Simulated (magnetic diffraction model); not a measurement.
**KCr₂NiO₈: what an assumed order does to the neutron pattern**

Space group C2/m (no. 12), a = 17.8000 Å, b = 5.5200 Å, c = 8.7940 Å, β = 116.59°.

| site | atom | x | y | z |
| --- | --- | --- | --- | --- |
| 2d | Ni | 0 | 1/2 | 1/2 |
| 2a | Ni | 0 | 0 | 0 |
| 4i | Cr | 0.4001 | 0 | 0.7737 |
| 4i | Cr | 0.3949 | 1/2 | 0.2631 |
| 4i | K | 0.2474 | 1/2 | 0.7529 |
| 8j | O | 0.4094 | 0.2501 | 0.8790 |
| 8j | O | 0.4069 | 0.7542 | 0.3769 |
| 4i | O | 0.4653 | 0 | 0.6900 |
| 4i | O | 0.4687 | 1/2 | 0.1947 |
| 4i | O | 0.3012 | 0 | 0.6134 |
| 4i | O | 0.3003 | 1/2 | 0.1105 |

The compound is invented for this exercise: a known structure type with other elements, its cell scaled to their sizes and not relaxed.

Only Ni is taken to order (form factors of Ni3+); orders and moment sizes are assumed, and not adapted to the symmetry. Radiation: neutrons of λ = 2.0775 Å, 2° to 35°; isotropic B of 0.55 Å² (Ni), 0.71 Å² (Cr), 0.65 Å² (K) and 0.89 Å² (O). Simulated constant-wavelength pattern: nuclear and magnetic terms add, the magnetic one as |2.695 fm × Σ f S⊥ exp(2πi Q·r) exp(−B s²)|², summed over all Q at one angle with the factor 1/(sin²θ cos θ). For a modulated order the moment at position r is S exp(−2πi k·r) + c.c., with S = m/2 for a sine wave of amplitude m and S = m(u + iv)/2 for moments turning in a plane, u and v being orthogonal unit vectors in it; the phase factor of the sum at Q = H + k is then exp(2πi H·r). Free-ion form factors, Sears's scattering lengths of 1992, no absorption; a label names one of the reflections at its angle. The strongest nuclear line in the range is 100, and lines under 0.2 are left out.

Assume the order k = (1/5 0 0), moments turning in the plane of [100] and [001], 0.93 μB on Ni; signs + at (0, 1/2, 1/2), − at (0, 0, 0).

Predict the pattern, nuclear and magnetic parts apart.

```
2θ (°)        index  nuclear  magnetic
 14.57   (1/5 0 -1)      0.0       0.4
 15.00      (2 0 0)    100.0       0.0
 15.14   (9/5 0 -1)      0.0       0.4
 15.91    (1/5 0 1)      0.0       0.3
 16.70  (11/5 0 -1)      0.0       0.3
 22.52    (4/5 1 0)      0.0       0.7
 23.52    (6/5 1 0)      0.0       0.6
 25.68     (1 1 -1)      8.4       0.0
 27.37     (2 0 -2)     20.4       0.0
 29.50      (1 1 1)     99.5       0.0
 30.24     (3 1 -1)      4.1       0.0
 30.26      (4 0 0)      0.8       0.0
 30.41   (14/5 1 0)      0.0       0.3
 30.64      (0 0 2)      2.6       0.0
 32.05     (4 0 -2)     54.5       0.0
 32.65   (16/5 1 0)      0.0       0.2
```

The strongest magnetic line in the range is (4/5 1 0) at 22.52° (0.7). On top of the Lorentz factor, which all lines share, magnetic lines fade with angle because f falls: for Ni3+ it is 0.94, 0.79, 0.59 and 0.26 at sin θ/λ = 0.1, 0.2, 0.3 and 0.5 Å⁻¹, while nuclear lengths stay constant. The order has no net moment.

[Logs are printed without paths, hosts, clocks, repeated set-up lines and the standing remarks that a program may print on its own settings, such as how far it seeks lower states.]
